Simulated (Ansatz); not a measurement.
## YAu (Pm-3m): phonons and vibrational spectra

Wanted: phonon frequencies of YAu (Pm-3m) and what follows from them.

Program: Ansatz 0.2.0. Level of theory: DFT PBEsol, scalar-relativistic, plane waves, PAW; PAW set soft_1. Results are calculated unless marked as measured.

## Step 1: Starting point

Symmetry: Pm-3m, No. 221, cubic system. Conventional cell: a = 3.559 Å, b = 3.559 Å, c = 3.559 Å, α = 90.00°, β = 90.00°, γ = 90.00°. Nearest to Y lie 8 Au at 3.08 Å. Nearest to Au lie 8 Y at 3.08 Å. Farther neighbours are not listed.

## Step 2: Relaxation

Harmonic phonons are second derivatives at a point where the forces vanish, and they are wanted at zero stress, so atoms and cell are relaxed first.

input.yaml

```yaml
crystal:
  lattice:
    - [3.559, 0.0, 0.0]
    - [0.0, 3.559, 0.0]
    - [0.0, 0.0, 3.559]
  atoms:
    - { symbol: "Y", position: [0.5, 0.5, 0.5] }
    - { symbol: Au, position: [0.0, 0.0, 0.0] }
kpoints:
  mp_grid: { grid: [12, 12, 12] }
hamiltonian:
  xc: pbesol
  pseudopotentials: { kind: paw, azcp: { folder: soft_1 }, xc_functional: pbe }
scf:
  occupations: { method: gaussian, width: 0.1 }
output:
  forces: true
  stress: true
  eigenvalues: true
  write_density: true
  write_potential: true
  elf: true
  volumetric_format: npy
relax:
  adjacent_minimum: "off"
  f_tol: 0.005
  max_steps: 80
  cell: { stress_tol: 0.05 }
```

The run is started by

```
ansatz run input.yaml --threads 4 --pin off --max-ram 10240MiB --backend cpu --events-out ev --progress --plain --runs-dir out
```

Numbers of over 12 decimals in the logs are rounded to 6 here.

The program printed:

```text
Engine: ansatz 0.2.0, x86_64-unknown-linux-gnu
Pseudopotentials: kind: paw
Pseudopotential: Y, paw, valence charge 11, recommended cutoff 420 eV (normal), soft_1/Y.paw.azcp
Pseudopotential: Au, paw, valence charge 19, recommended cutoff 420 eV (normal), soft_1/Au.paw.azcp
Functional definition: PBEsol
  exchange = pbesol_x
  correlation = pbesol_c
Crystal: 2 atoms, lattice volume = 45.080 Å³
Basis set: ecut = 420 eV, 895 PW (Γ), exchange–correlation on 48×48×48 points (8 copies of the dense FFT grid, shifted against one another)
Bands: 19, of which v1, the nominal top of the filled ones, is band 15 counted from 1 (14 counted from 0)
Symmetry: 48 space group operations
Space group: Pm-3m (ITA 221), of the structure as read, at distance tolerance 3.6e-5 Å
k-points: 84 of 1728
Non-local potential: Y, projectors of the file, l = 0: 3, l = 1: 2, l = 2: 2, l = 3: 1
Non-local potential: Au, projectors of the file, l = 0: 3, l = 1: 2, l = 2: 2, l = 3: 1
PAW form: soft (Blöchl's): semilocal exchange-correlation on the pseudo side does not see the compensation charge
PAW frozen core: Y, regenerated for the run's functional, and the local potential with it (the file was generated under x = pbe(κ = 0.804, μ = 0.219515), c = pbe(β = 0.066725))
PAW frozen core: Au, regenerated for the run's functional, and the local potential with it (the file was generated under x = pbe(κ = 0.804, μ = 0.219515), c = pbe(β = 0.066725))
PAW one-centre angular grid: Y, 590 points (default); XC on 64 Gauss nodes
PAW one-centre angular grid: Au, 590 points (default); XC on 64 Gauss nodes
Initial density: superposition of atomic densities (chi_scale 0.1, normalization cell, long waves kept (reshape's long-wave potential 0.00 eV rms))
Initial wavefunctions: pseudopotential atomic-orbital guess
Functional: x = pbesol(κ = 0.804, μ = 0.123457), c = pbesol(β = 0.046)
SCF iter   1: F=—  HF=-16813.414222 eV  |F-HF|=—  |Δ(HF+E_count)|=         —  Δρ=2.68e-1  dr2=6.27e1  ethr=3.10e-3  ⟨swp⟩=4.2  Hψ=6360  notcnv=0
preconditioner: auto → Kerker (q_TF=auto, 2.549 Å⁻¹)  [metal: Δε(μ)=0.023 eV  Ē_g=4.086 eV  σ=0.100 eV  W_gap=0.13  n_scr=18 (ndim 8)  ℏωp=20.7 eV  f_vac=0.000  D(μ)=3.68/eV (n_scr^D=32)]
SCF iter   2: F=—  HF=-16808.883733 eV  |F-HF|=—  |Δ(HF+E_count)|=    4.53e0  Δρ=1.50e-1  dr2=2.08e1  ethr=3.10e-3  ⟨swp⟩=2.2  Hψ=3789  notcnv=0  defer=5
SCF iter   3: F=—  HF=-16806.263947 eV  |F-HF|=—  |Δ(HF+E_count)|=    2.62e0  Δρ=4.79e-2  dr2=2.57e0  ethr=3.10e-3  ⟨swp⟩=2.9  Hψ=3186  notcnv=0  defer=6
SCF iter   4: F=—  HF=-16805.689537 eV  |F-HF|=—  |Δ(HF+E_count)|=   5.74e-1  Δρ=8.27e-3  dr2=3.12e-2  ethr=3.10e-3  ⟨swp⟩=2.7  Hψ=2978  notcnv=0  defer=9
SCF iter   5: F=—  HF=-16805.687307 eV  |F-HF|=—  |Δ(HF+E_count)|=   2.23e-3  Δρ=2.89e-3  dr2=9.36e-3  ethr=1.04e-4  ⟨swp⟩=1.4  Hψ=2262  notcnv=0  defer=8
SCF iter   6: F=—  HF=-16805.684437 eV  |F-HF|=—  |Δ(HF+E_count)|=   2.87e-3  Δρ=5.17e-4  dr2=1.19e-4  ethr=3.12e-5  ⟨swp⟩=2.0  Hψ=2354  notcnv=0  defer=8
SCF iter   7: F=—  HF=-16805.684436 eV  |F-HF|=—  |Δ(HF+E_count)|=   1.08e-6  Δρ=1.02e-4  dr2=5.80e-6  ethr=3.97e-7  ⟨swp⟩=2.0  Hψ=2185  notcnv=0  defer=8
SCF iter   8: F=—  HF=-16805.684422 eV  |F-HF|=—  |Δ(HF+E_count)|=   1.45e-5  Δρ=1.42e-5  dr2=1.03e-7  ethr=1.93e-8  ⟨swp⟩=2.0  Hψ=2062  notcnv=0  defer=8
SCF iter   9: F=-16805.684422 eV  HF=-16805.684422 eV  |F-HF|=2.60e-8  |Δ(HF+E_count)|=   1.26e-9  Δρ=5.46e-6  dr2=3.01e-8  ethr=3.33e-10  ⟨swp⟩=9.8  Hψ=10757  notcnv=0
SCF 1 converged in 9 iterations: F = -16805.684422 eV  dr2 = 3.01e-8
  greatest PAW one-centre occupation: 1.000 electrons in one spin orbital (limit 2), on the Au atom at site 1 (counted from 0), in its partial waves of l = 0
relax step   1: F+E_penalty+E_count = -16805.68442167 eV  Δ(F+E_penalty+E_count) = +0.000e0 eV  max|allowed force component| = 5.884e-30 eV/Å  Δτ_max = 0.0000 Å  P = -0.779 GPa  Ω = 45.080 Å³  (9 SCF iters, dr2 threshold 1.00e-7 eV, accepted)
Crystal: 2 atoms, lattice volume = 44.300 Å³
Basis set: ecut = 420 eV, 847 PW (Γ), exchange–correlation on 48×48×48 points (8 copies of the dense FFT grid, shifted against one another)
Initial density: handed on by an earlier stage of this run
Initial wavefunctions: those handed on with the density
iter 1 solved again at ethr=3.24e-5 eV; its pass at ethr=3.10e-3 eV (dr2=9.71e-3 eV) is discarded
SCF iter   1: F=—  HF=-16805.686628 eV  |F-HF|=—  |Δ(HF+E_count)|=         —  Δρ=3.21e-3  dr2=9.55e-3  ethr=3.24e-5  ⟨swp⟩=1.0  Hψ=8449  notcnv=0
preconditioner: auto → Kerker (q_TF=auto, 2.557 Å⁻¹)  [metal: Δε(μ)=0.025 eV  Ē_g=12.080 eV  σ=0.100 eV  W_gap=0.14  n_scr=18 (ndim 8)  ℏωp=24.9 eV  f_vac=0.000  D(μ)=0.64/eV (n_scr^D=0)]
SCF iter   2: F=—  HF=-16805.684576 eV  |F-HF|=—  |Δ(HF+E_count)|=   2.05e-3  Δρ=1.14e-3  dr2=1.08e-3  ethr=3.18e-5  ⟨swp⟩=2.2  Hψ=2056  notcnv=0
SCF iter   3: F=—  HF=-16805.684300 eV  |F-HF|=—  |Δ(HF+E_count)|=   2.76e-4  Δρ=4.96e-4  dr2=1.31e-4  ethr=3.62e-6  ⟨swp⟩=2.0  Hψ=2074  notcnv=0
SCF iter   4: F=—  HF=-16805.684249 eV  |F-HF|=—  |Δ(HF+E_count)|=   5.07e-5  Δρ=6.70e-5  dr2=1.80e-6  ethr=4.38e-7  ⟨swp⟩=2.4  Hψ=2482  notcnv=0
SCF iter   5: F=-16805.684249 eV  HF=-16805.684249 eV  |F-HF|=8.92e-8  |Δ(HF+E_count)|=   2.80e-7  Δρ=1.56e-5  dr2=1.38e-7  ethr=6.67e-10  ⟨swp⟩=9.2  Hψ=10970  notcnv=0
SCF 2 converged in 5 iterations: F = -16805.684249 eV  dr2 = 1.38e-7
relax step   2: F+E_penalty+E_count = -16805.68424858 eV  Δ(F+E_penalty+E_count) = +1.731e-4 eV  max|allowed force component| = 5.259e-31 eV/Å  Δτ_max = 0.0000 Å  P = +0.920 GPa  Ω = 44.300 Å³  energy of the carried Pulay correction = +1.052e-4 eV  (5 SCF iters, dr2 threshold 2.00e-7 eV, rejected (line search))
Crystal: 2 atoms, lattice volume = 44.719 Å³
iter 1 solved again at ethr=7.01e-6 eV; its pass at ethr=3.10e-3 eV (dr2=2.10e-3 eV) is discarded
SCF iter   1: F=—  HF=-16805.686073 eV  |F-HF|=—  |Δ(HF+E_count)|=         —  Δρ=1.71e-3  dr2=2.73e-3  ethr=7.01e-6  ⟨swp⟩=2.5  Hψ=8213  notcnv=0
preconditioner: auto → Kerker (q_TF=auto, 2.553 Å⁻¹)  [metal: Δε(μ)=0.029 eV  Ē_g=12.104 eV  σ=0.100 eV  W_gap=0.16  n_scr=18 (ndim 8)  ℏωp=24.8 eV  f_vac=0.000  D(μ)=0.58/eV (n_scr^D=0)]
SCF iter   2: F=—  HF=-16805.685488 eV  |F-HF|=—  |Δ(HF+E_count)|=   5.84e-4  Δρ=6.24e-4  dr2=3.24e-4  ethr=7.01e-6  ⟨swp⟩=2.0  Hψ=2109  notcnv=0
SCF iter   3: F=—  HF=-16805.685404 eV  |F-HF|=—  |Δ(HF+E_count)|=   8.41e-5  Δρ=2.62e-4  dr2=3.94e-5  ethr=1.08e-6  ⟨swp⟩=2.0  Hψ=2032  notcnv=0
SCF iter   4: F=—  HF=-16805.685380 eV  |F-HF|=—  |Δ(HF+E_count)|=   2.39e-5  Δρ=4.22e-5  dr2=7.07e-7  ethr=1.31e-7  ⟨swp⟩=2.2  Hψ=2338  notcnv=0
SCF iter   5: F=—  HF=-16805.685368 eV  |F-HF|=—  |Δ(HF+E_count)|=   1.24e-5  Δρ=1.25e-5  dr2=8.84e-8  ethr=2.36e-9  ⟨swp⟩=2.0  Hψ=2701  notcnv=0
SCF iter   6: F=—  HF=-16805.685368 eV  |F-HF|=—  |Δ(HF+E_count)|=   1.45e-8  Δρ=1.78e-6  dr2=1.58e-9  ethr=2.95e-10  ⟨swp⟩=2.0  Hψ=2180  notcnv=0
SCF iter   7: F=—  HF=-16805.685368 eV  |F-HF|=—  |Δ(HF+E_count)|=  2.29e-10  Δρ=2.72e-7  dr2=2.41e-11  ethr=5.27e-12  ⟨swp⟩=2.0  Hψ=2230  notcnv=0
SCF iter   8: F=-16805.685368 eV  HF=-16805.685368 eV  |F-HF|=0.00e0  |Δ(HF+E_count)|=  3.64e-12  Δρ=3.04e-8  dr2=2.16e-13  ethr=1.00e-12  ⟨swp⟩=5.0  Hψ=6258  notcnv=0
SCF 3 converged in 8 iterations: F = -16805.685368 eV  dr2 = 2.16e-13
relax step   3: F+E_penalty+E_count = -16805.68536808 eV  Δ(F+E_penalty+E_count) = -9.464e-4 eV  max|allowed force component| = 1.512e-30 eV/Å  Δτ_max = 0.0000 Å  P = -0.012 GPa  Ω = 44.719 Å³  energy of the carried Pulay correction = +4.847e-5 eV  (8 SCF iters, accepted)
Initial wavefunctions: pseudopotential atomic-orbital guess (no wavefunctions were taken with the density)
iter 1 solved again at ethr=6.12e-9 eV; its pass at ethr=3.10e-3 eV (dr2=1.84e-6 eV) is discarded
SCF iter   1: F=—  HF=-16805.685327 eV  |F-HF|=—  |Δ(HF+E_count)|=         —  Δρ=1.17e-5  dr2=1.02e-8  ethr=6.12e-9  ⟨swp⟩=4.1  Hψ=11644  notcnv=0
preconditioner: auto → Kerker (q_TF=auto, 2.553 Å⁻¹)  [metal: Δε(μ)=0.008 eV  Ē_g=12.083 eV  σ=0.100 eV  W_gap=0.04  n_scr=18 (ndim 8)  ℏωp=24.8 eV  f_vac=0.000  D(μ)=0.60/eV (n_scr^D=0)]
SCF iter   2: F=—  HF=-16805.685316 eV  |F-HF|=—  |Δ(HF+E_count)|=   1.12e-5  Δρ=6.06e-6  dr2=2.67e-9  ethr=3.39e-11  ⟨swp⟩=2.0  Hψ=2829  notcnv=0
SCF iter   3: F=—  HF=-16805.685316 eV  |F-HF|=—  |Δ(HF+E_count)|=   2.08e-9  Δρ=8.74e-7  dr2=5.76e-11  ethr=8.88e-12  ⟨swp⟩=2.3  Hψ=2722  notcnv=0
SCF iter   4: F=-16805.685316 eV  HF=-16805.685316 eV  |F-HF|=3.64e-12  |Δ(HF+E_count)|=  6.18e-11  Δρ=9.79e-8  dr2=1.60e-12  ethr=1.00e-12  ⟨swp⟩=5.6  Hψ=6932  notcnv=0
SCF 4 converged in 4 iterations: F = -16805.685316 eV  dr2 = 1.60e-12
relax step   4: F+E_penalty+E_count = -16805.68531565 eV  Δ(F+E_penalty+E_count) = +5.243e-5 eV  max|allowed force component| = 2.367e-30 eV/Å  Δτ_max = 0.0000 Å  P = -0.012 GPa  Ω = 44.719 Å³  stress off target by 1.19e-2 GPa  SCF on the basis re-selected at this cell (its energy is not comparable with the rows above)  (4 SCF iters)
basis re-selected at this cell: Δ(F+E_penalty+E_count) = +5.243e-5 eV, ΔP = +0.000 GPa vs the last step (what re-selecting the basis moved, of the pressure what is left beyond the Pulay correction that the steps carried, after the strain that the cell walked since its last selection, with what the two solves' SCF thresholds leave and, on support functions, any second-order correction that the steps lacked; it is no m [...]
SCF converged after 4 iterations
Free energy (F): -16805.685316 eV
Harris-Foulkes:  -16805.685316 eV  (|F-HF|=3.64e-12)
Internal energy: -16805.682331 eV  (E = F + TS)
E sigma→0 (E₀):  -16805.683823 eV
Entropy (-TS):   -0.002984 eV (-1.492 meV/atom)
Fermi energy:    15.200771 eV
--- Per-component energies (eV) ---
  E_band       = -385.194789
  E_kinetic    = 894.234782
  E_local      = -2752.688344  (includes V_loc(G=0)·N_el)
  E_nonlocal   = 126.348544
  E_hartree    = 1125.530807
  E_xc         = -392.966553
  E_vxc        = -468.091253  (∫ρ·V_xc dr)
  E_paw        = -12352.636630  (= ΣΔE_a)
  E_vpaw       = -436.061675  (= ΣTr[D̂ρ^β])
  E_aug_tail   = 0.001595  (compensation charges beyond the density's cutoff)
  E_ewald      = -3453.964833
  E_core_change = 0.458300  (= ΣΔE_core)
  E_smearing   = -0.002984  (= −TS)
  E_closure    = 0.000000  (closes the sum)
  Σ components = -16805.685316   (vs F -16805.685316, Δ=0.00e0)
--- Forces (eV/Å), atoms counted from 1 ---
  atom   1  Y      0.00000000     0.00000000     0.00000000
  atom   2  Au    -0.00000000     0.00000000     0.00000000
  max |Σ_I F_I| component: 5.39e-30 eV/Å
--- Stress (GPa, compression-positive) ---
       -0.011928      -0.000000      -0.000000
       -0.000000      -0.011928      -0.000000
       -0.000000      -0.000000      -0.011928
  P = ⅓ Tr σ = -0.0119 GPa (-0.119 kbar)
--- Band table (eV; the first three rows and the last of 84) ---
  k-point 0: bands = [... 11 lower, 10.7150, 10.7150, 10.7150, 16.0844, 16.0844, 19.7158, 19.7158, 19.7158]
  k-point 1: bands = [... 11 lower, 10.7029, 10.7029, 10.7258, 16.0235, 16.0870, 19.1055, 19.1055, 19.6781]
  k-point 2: bands = [... 11 lower, 10.6708, 10.6708, 10.7555, 15.8555, 15.9697, 18.2611, 18.2611, 19.5756]
  k-point 83: bands = [... 11 lower, 11.4621, 11.4621, 13.3610, 13.3610, 13.3610, 15.1570, 20.7084, 20.7084]
--- Relaxed structure (3 steps of the walk, 2 accepted, 1 SCFs on fresh bases) ---
  F+E_penalty+E_count = -16805.68531565 eV   max|allowed force component| = 2.367e-30 eV/Å   (the final SCF, on the basis selected at the relaxed cell)
  cell:  # Å, volume = 44.7190 Å³
    - [3.549475, 0, 0]
    - [0, 3.549475, 0.0]
    - [0, 0.0, 3.549475]
  atoms:
    - { symbol: Y, position: [0.5, 0.5, 0.5] }
    - { symbol: Au, position: [0, 0, 0] }
```

It took 4.7 s on 4 threads of Intel Xeon Platinum 8259CL at 2.50GHz (Skylake/Cascade Lake), shared host; peak memory 0.47 GiB.

The steps of the relaxation:

```tsv
step	energy less that of the first step (eV)	largest force component (eV/Å)	pressure (GPa)	volume (Å³)
1	0.0000	0.0000	-0.78	45.08
2	0.0002	0.0000	0.92	44.30
3	-0.0009	0.0000	-0.01	44.72
4*	-0.0009	0.0000	-0.01	44.72
```

Relaxation steps marked * repeat the geometry before them on a plane-wave basis chosen anew for their cell, so energy and pressure can jump there. Relaxation step 2 was tried and not accepted.

The run keeps the 48 symmetry operations that it works with, so distortions that break them were not tested.

```tsv
conventional cell, symmetrised	before	after	change
a (Å)	3.559	3.549	-0.3 %
b (Å)	3.559	3.549	-0.3 %
c (Å)	3.559	3.549	-0.3 %
volume (Å³/atom)	22.54	22.36	-0.8 %
```

The relaxed structure:

```xyz
2
Lattice="3.5495 0.0000 0.0000 0.0000 3.5495 0.0000 0.0000 0.0000 3.5495" Properties=species:S:1:pos:R:3 pbc="T T T"
Y     1.7747    1.7747    1.7747
Au    0.0000    0.0000    0.0000
```

This step gave:

```yaml
pressure: -0.01193 GPa
volume_per_atom: 22.36 Å³
gap_on_the_k_mesh: 0 eV
```

Electrostatic potential energy in the ac plane at fractional y = 0.000, with atoms of Au within 0.2 Å of it. With pseudopotentials it is smooth inside the atoms' cores, unlike the true potential.

Ten even steps from '_' (-35 eV) to '@' (18 eV), each cell a mean:
```
____..==%%@@@@@@@@@@##--____
__..::**%%@@@@@@@@@@%%++::__
--==**%%@@@@@@@@@@@@@@##++==
##%%%%@@@@@@@@@@@@@@@@@@%%%%
@@@@@@@@@@@@@@@@@@@@@@@@@@@@
@@@@@@@@@@@@@@@@@@@@@@@@@@@@
@@@@@@@@@@@@@@@@@@@@@@@@@@@@
@@@@@@@@@@@@@@@@@@@@@@@@@@@@
%%%%@@@@@@@@@@@@@@@@@@@@%%%%
==++##%%@@@@@@@@@@@@@@%%**++
....--**%%@@@@@@@@@@%%++--..
____..==%%@@@@@@@@@@##--____
______--##@@@@@@@@@@**::____
```
Columns run along a (3.5 Å; values clipped at the 3rd and 97th percentile), rows up along c (3.5 Å). Atoms in or near the plane, at fractional coordinates: Au at (0.00, 0.00).

Valence density in the ac plane at fractional y = 0.000, with atoms of Au within 0.2 Å of it. It is the smooth field of the valence electrons, not physical close to the nuclei.

Values in e/Å³, 13 rows by 14 columns, each cell a mean:
```
12 10  6  2  1  0  0  0  0  0  1  3  6 10
 7  6  3  1  0  0  0  0  0  0  1  2  4  6
 3  2  1  1  0  0  0  0  0  0  0  1  1  2
 1  1  0  0  0  0  0  0  0  0  0  0  0  1
 0  0  0  0  0  0  0  0  0  0  0  0  0  0
 0  0  0  0  0  0  0  0  0  0  0  0  0  0
 0  0  0  0  0  0  0  0  0  0  0  0  0  0
 0  0  0  0  0  0  0  0  0  0  0  0  0  0
 1  0  0  0  0  0  0  0  0  0  0  0  0  1
 2  1  1  0  0  0  0  0  0  0  0  1  1  2
 6  5  3  1  0  0  0  0  0  0  1  1  3  5
11  9  5  2  1  0  0  0  0  0  1  3  6 10
15 12  7  3  1  0  0  0  0  0  1  3  8 12
```
Columns run along a (3.5 Å), rows up along c (3.5 Å). Atoms in or near the plane, at fractional coordinates: Au at (0.00, 0.00).

ELF in the ac plane at fractional y = 0.000, with atoms of Au within 0.2 Å of it. It is the smooth field of the valence electrons, not physical close to the nuclei.

Values, 13 rows by 14 columns, each cell a mean:
```
0.73 0.63 0.52 0.44 0.34 0.30 0.29 0.28 0.29 0.30 0.36 0.46 0.54 0.66
0.56 0.52 0.47 0.40 0.33 0.32 0.31 0.29 0.31 0.32 0.34 0.42 0.48 0.53
0.46 0.44 0.40 0.35 0.35 0.34 0.31 0.30 0.32 0.35 0.34 0.36 0.40 0.45
0.35 0.34 0.33 0.35 0.36 0.33 0.27 0.25 0.28 0.34 0.36 0.34 0.33 0.34
0.29 0.30 0.32 0.34 0.33 0.26 0.19 0.16 0.20 0.28 0.34 0.34 0.32 0.30
0.28 0.29 0.30 0.31 0.26 0.18 0.12 0.10 0.13 0.20 0.28 0.31 0.30 0.28
0.27 0.28 0.30 0.30 0.25 0.18 0.11 0.09 0.12 0.19 0.27 0.30 0.30 0.28
0.29 0.30 0.32 0.33 0.30 0.23 0.16 0.14 0.17 0.25 0.32 0.33 0.31 0.29
0.33 0.32 0.33 0.35 0.36 0.32 0.26 0.23 0.27 0.33 0.36 0.34 0.33 0.32
0.43 0.41 0.37 0.34 0.35 0.35 0.31 0.29 0.32 0.35 0.35 0.35 0.38 0.41
0.53 0.50 0.45 0.38 0.33 0.33 0.31 0.30 0.32 0.33 0.34 0.40 0.46 0.51
0.69 0.60 0.51 0.43 0.34 0.30 0.29 0.28 0.29 0.31 0.36 0.45 0.52 0.62
0.83 0.70 0.55 0.46 0.35 0.30 0.28 0.27 0.28 0.30 0.38 0.48 0.57 0.74
```
Columns run along a (3.5 Å), rows up along c (3.5 Å). Atoms in or near the plane, at fractional coordinates: Au at (0.00, 0.00).

In this step the volume went from 22.54 to 22.36 Å³/atom.

## Step 3: Relaxing to small forces for the phonons

Phonons need a cell at rest on their own settings, so the relaxation is repeated with tight tolerances on forces and stress, using the mesh and the filling of the phonon run that follows.

input.yaml, the sections that differ from step 2:

```yaml
crystal:
  lattice:
    - [3.5494750015, 0.0, 0.0]
    - [0.0, 3.5494750015, 0.0]
    - [0.0, 0.0, 3.5494750015]
  atoms:
    - { symbol: "Y", position: [0.5, 0.5, 0.5] }
    - { symbol: Au, position: [0.0, 0.0, 0.0] }
scf:
  occupations: { method: methfessel_paxton, width: 0.2 }
output:
  forces: true
  stress: true
  eigenvalues: true
relax:
  adjacent_minimum: "off"
  f_tol: 0.001
  max_steps: 60
  cell: { stress_tol: 0.01 }
# kpoints, hamiltonian: as in step 2
```

The program printed:

```text
[...]
Crystal: 2 atoms, lattice volume = 44.719 Å³
Basis set: ecut = 420 eV, 895 PW (Γ), exchange–correlation on 48×48×48 points (8 copies of the dense FFT grid, shifted against one another)
Bands: 19, of which v1, the nominal top of the filled ones, is band 15 counted from 1 (14 counted from 0)
Symmetry: 48 space group operations
[...]
k-points: 84 of 1728
[...]
k-point 83: bands = [... 11 lower, 11.4681, 11.4681, 13.3658, 13.3658, 13.3658, 15.1643, 20.7153, 20.7153]
--- Relaxed structure (3 steps of the walk, 2 accepted, 1 SCFs on fresh bases) ---
[...]
cell:  # Å, volume = 44.7043 Å³
    - [3.549085, 0.0, 0]
    - [0.0, 3.549085, 0.0]
    - [0, 0.0, 3.549085]
  atoms:
    - { symbol: Y, position: [0.5, 0.5, 0.5] }
    - { symbol: Au, position: [0, 0, 0] }
[key lines of the parts left out:]
SCF converged after 4 iterations
Free energy (F): -16805.681205 eV
Fermi energy:    15.204296 eV
P = ⅓ Tr σ = 0.0001 GPa (0.001 kbar)
```

It took 4.4 s on 4 threads; peak memory 0.47 GiB; 15 s of CPU time.

Little changed from the start: no atom moved by 0.005 Å and no cell edge by 0.1 %.

This step gave:

```yaml
pressure: 1.24e-4 GPa
volume_per_atom: 22.35 Å³
```

The forces vanish by symmetry and the pressure is 0.000 GPa, within the tolerances set. The cell now holds 22.35 Å³/atom.

[end of part 1 of 2]

[Logs are printed without paths, hosts, clocks, repeated set-up lines and the standing remarks that a program may print on its own settings, such as how far it seeks lower states.]

[Hosts, paths, dates, database ids (printed as entryN), source tags and the programs' standing remarks are cut or masked in the printed files.]
